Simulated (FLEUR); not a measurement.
# LuFeC2: parallel and opposed starts, part 3 of 3

Does LuFeC2 prefer parallel or opposed moments?

FLEUR MaX-R8.1; PBEsol; all-electron FLAPW, Dirac cores, scalar-relativistic bands.

So far. Step 2 (Start 1: ferro +): After 38 cycles the largest moment stands at 0.968 μB. Step 4 (Start 3: antiferro q=(0,0,1/2) +-): It lies 16.2 meV a seeded atom over the first start, and its largest moment is 0.873 μB against 0.968 μB.

## Step 6: Run 5 (no spin polarisation)

Without spin polarisation no moment can form, so the difference from the other runs is what forming moments gains.

The k list default-1 (kpts.xml, not shown) is a Γ-centred 8×8×8 mesh.

inp.xml reads:

```
<?xml version="1.0" encoding="UTF-8" standalone="no"?>
<fleurInput fleurInputVersion="0.39">
   <comment>
      LuFeC2
   </comment>
   <calculationSetup>
      <cutoffs Kmax="4.4" Gmax="13.2" GmaxXC="13.2" numbands="0"/>
      <scfLoop itmax="90" minDistance="0.00002" maxIterBroyd="15" imix="Anderson" alpha="0.05" precondParam="0.0" spinf="2.0" sdNocoIR="T"/>
      <coreElectrons ctail="T" frcor="F" kcrel="0" coretail_lmax="0"/>
      <xcFunctional name="PBEs" relativisticCorrections="F"/>
      <magnetism jspins="1"/>
      <soc l_soc="F" theta="0.0" phi="0.0" spav="F"/>
      <expertModes spex="0" secvar="F"/>
      <geometryOptimization l_f="F" forcealpha="1.0" forcemix="BFGS" epsdisp="0.00001" epsforce="0.00001"/>
      <ldaU l_linMix="F" mixParam="0.05" spinf="1.0"/>
   </calculationSetup>
   <cell>
      <bzIntegration valenceElectrons="49.0" mode="hist" fermiSmearingEnergy="0.00110248">
         <kPointListSelection listName="default-1"/>
         <xi:include xmlns:xi="http://www.w3.org/2001/XInclude" href="kpts.xml"> </xi:include>
      </bzIntegration>
      <xi:include xmlns:xi="http://www.w3.org/2001/XInclude" href="sym.xml"> </xi:include>
      <bulkLattice scale="1.0">
         <bravaisMatrix>
            <row-1>    6.5262648292425274     0.0000000000000000     0.0000000000000000</row-1>
            <row-2>    0.0000000000000000     4.2495460851989328     5.5867568633857880</row-2>
            <row-3>    0.0000000000000000    -4.2495460851989328     5.5867568633857880</row-3>
         </bravaisMatrix>
      </bulkLattice>
   </cell>
   <atomSpecies>
      <species name="Lutetium (Lu)" element="Lu" atomicNumber="71">
         <mtSphere radius="2.8" gridPoints="925" logIncrement="0.014"/>
         <atomicCutoffs lmax="10" lnonsphr="8"/>
         <electronConfig flipSpins="F">
            <coreConfig>(1s1/2) (2s1/2) (2p1/2) (2p3/2) (3s1/2) (3p1/2) (3p3/2) (4s1/2) (3d3/2) (3d5/2) (4p1/2) (4p3/2) (4d3/2) (4d5/2)</coreConfig>
            <valenceConfig>(5s1/2) (5p1/2) (5p3/2) (6s1/2) (4f5/2) (4f7/2) (5d3/2) (5d5/2)</valenceConfig>
            <stateOccupation state="(5d3/2)" spinUp="0.200000" spinDown="0.200000"/>
            <stateOccupation state="(5d5/2)" spinUp="0.300000" spinDown="0.300000"/>
         </electronConfig>
         <energyParameters s="6" p="6" d="5" f="4"/>
         <lo type="SCLO" l="0" n="5" eDeriv="0"/>
         <lo type="SCLO" l="1" n="5" eDeriv="0"/>
      </species>
      <species name="Iron (Fe)" element="Fe" atomicNumber="26">
         <mtSphere radius="2.23" gridPoints="737" logIncrement="0.016"/>
         <atomicCutoffs lmax="8" lnonsphr="6"/>
         <electronConfig flipSpins="F">
            <coreConfig>(1s1/2) (2s1/2) (2p1/2) (2p3/2)</coreConfig>
            <valenceConfig>(3s1/2) (3p1/2) (3p3/2) (4s1/2) (3d3/2) (3d5/2)</valenceConfig>
            <stateOccupation state="(3d3/2)" spinUp="1.200000" spinDown="1.200000"/>
            <stateOccupation state="(3d5/2)" spinUp="1.800000" spinDown="1.800000"/>
         </electronConfig>
         <energyParameters s="4" p="4" d="3" f="4"/>
         <lo type="SCLO" l="0" n="3" eDeriv="0"/>
         <lo type="SCLO" l="1" n="3" eDeriv="0"/>
      </species>
      <species name="Carbon (C)" element="C" atomicNumber="6">
         <mtSphere radius="1.3" gridPoints="431" logIncrement="0.024"/>
         <atomicCutoffs lmax="6" lnonsphr="4"/>
         <electronConfig flipSpins="F">
            <coreConfig>(1s1/2)</coreConfig>
            <valenceConfig>(2s1/2) (2p1/2) (2p3/2)</valenceConfig>
            <stateOccupation state="(2p1/2)" spinUp="0.333333" spinDown="0.333333"/>
            <stateOccupation state="(2p3/2)" spinUp="0.666667" spinDown="0.666667"/>
         </electronConfig>
         <energyParameters s="2" p="2" d="3" f="4"/>
      </species>
   </atomSpecies>
   <atomGroups>
      <atomGroup species="Lutetium (Lu)">
         <relPos label="                   1">.0000000000 -.0077542400 -.0077542400</relPos>
         <force calculate="T" relaxXYZ="TTT"/>
      </atomGroup>
      <atomGroup species="Iron (Fe)">
         <relPos label="                   2">1.000/2.000 .3912907300 .3912907300</relPos>
         <force calculate="T" relaxXYZ="TTT"/>
      </atomGroup>
      <atomGroup species="Carbon (C)">
         <relPos label="                   3">1.000/2.000 -.1427186000 -.4558180600</relPos>
         <relPos label="                   4">1.000/2.000 -.4558180600 -.1427186000</relPos>
         <force calculate="T" relaxXYZ="TTT"/>
      </atomGroup>
   </atomGroups>
   <output dos="F" band="F" slice="F">
      <bandDOS minEnergy="-.5*Htr" maxEnergy="0.5*Htr" sigma="0.015" storeEVData="T"/>
      <plotting iplot="0" polar="F">
         <plot TwoD="T" vec1="  1.0  0.0  0.0" vec2="  0.0  1.0  0.0" vec3="  0.0  0.0  1.0" zero="  0.0  0.0  0.0" file="plot"/>
      </plotting>
      <moessbauerParams electricFieldGradient="F" isomerShift="F" coreHyperfine="F" valenceHyperfine="F"/>
   </output>
</fleurInput>
```

crystal.txt reads:

```
LuFeC2
&input film=F cartesian=F /
3.45355062000  0.00000000000  0.00000000000
0.00000000000  2.24876294500  2.95638441500
0.00000000000  -2.24876294500  2.95638441500
1.8897261246
1.0 1.0 1.0

4
71 0.00000000000  0.99224576000  0.99224576000
26 0.50000000000  0.39129073000  0.39129073000
6 0.50000000000  0.85728140000  0.54418194000
6 0.50000000000  0.54418194000  0.85728140000

&kpt div1=8 div2=8 div3=8 gamma=T /
```

The run is started by

```bash
$ OMP_NUM_THREADS=1 inpgen -f crystal.txt > inpgen.log  # inp.xml is then edited as shown
$ OMP_NUM_THREADS=1 mpirun -n 4 fleur_MPI > fleur.log
```

What it wrote:

```text
[banner, memory and clock lines left out]
Welcome to FLEUR        (www.flapw.de)
      MaX-Release 8.1          (www.max-centre.eu)

 ========== k-point set info ==========
 Selected k-point list: default-1
 k-point list type: mesh
 0 x 0 x 0
 Number of k points: 108

 [... set-up left out ...]
 Iteration:     1   Distance:      24.04670134 me/bohr^3
 Iteration:     2   Distance:      19.39726502 me/bohr^3
 Iteration:     3   Distance:      14.23937868 me/bohr^3
 Iteration:     4   Distance:       9.45759752 me/bohr^3
 Iteration:     5   Distance:       6.06306960 me/bohr^3
[...]
<FermiEnergy value="0.4347218401" units="Htr"/>
         [... left out ...]
         <totalEnergy value="   -15924.2675560976" units="Htr">
            <sumOfEigenvalues value="    -9668.0340019900">
               <coreElectrons value="-9655.7085144129"/>
               <valenceElectrons value="-12.3254875772"/>
            </sumOfEigenvalues>
         [... left out ...]
            <freeEnergy value="-15924.2679137938"/>
            <extrapolationTo0K value="-15924.2677349457"/>
         </totalEnergy>
         <densityConvergence units="me/bohr^3">
            <chargeDensity spin="1" distance="0.0000057890"/>
         </densityConvergence>
      </iteration>
```

It took 82 s on 4 MPI ranks of Intel Xeon Platinum 8375C at 2.90GHz (Ice Lake), shared host; peak memory 0.35 GiB.

Numbers from this step:

| Item | Value |
| --- | --- |
| free energy | -433321.4049 eV |
| program's band gap on this mesh (in a metal only a level spacing) | 0.008167 eV |
| final state | non-magnetic (no spin polarisation) |

It lies 31.8 meV a seeded atom over the first start.

## Step 7: Ranking

Free energies are divided by the number of seeded atoms, so that cells of unlike size compare. Wavevectors q in the names are fractions of the primitive cell's reciprocal vectors.

Orders:

| start | final state | typed order kept | energy over the lowest (meV a seeded atom) | largest sphere moment (μB) | net moment (μB a primitive cell) | mesh matched | CPU time (s) |
| --- | --- | --- | --- | --- | --- | --- | --- |
| ferro + | ferromagnetic | yes | 0 | 0.9677 | 0.9469 | yes | 1467 |
| antiferro q=(0,0,1/2) +- | antiferromagnetic | yes | 16.22 | 0.8728 | 0 | yes | 6640 |
| no spin polarisation | non-magnetic | - | 31.82 | 0 | 0 | yes | 326.6 |

## Step 8: Outcome

```yaml
lowest_state_found: ferromagnetic (typed ferro +)
largest_site_spin_moment: 0.968 μB
next_finished_state: antiferromagnetic, 16.2 meV a seeded atom higher
energy_gained_by_spin_polarisation: 31.8 meV a seeded atom
```

What this shows: The lowest state found is ferromagnetic, reached from the start ferro +, with moments up to 0.968 μB. The next finished state costs 16 meV a seeded atom. 2 starts gave no converged result and are missing from the ranking; where cut off, the energy had nearly settled 30 meV a seeded atom or more over the lowest. Only 5 starts were tried; other patterns of signs, canted and longer-period orders were not.

[Logs and program files are shortened in this print: banners, set-up blocks, solver, clock and traceback lines can be left out without a mark of their own.]

[Logs are printed without paths, hosts, clocks, repeated set-up lines and the standing remarks that a program may print on its own settings, such as how far it seeks lower states.]

[Hosts, paths, dates, database ids (printed as entryN), source tags and the programs' standing remarks are cut or masked in the printed files.]

[Where a cell is said to come from a database of computed structures, the database is the Materials Project.]
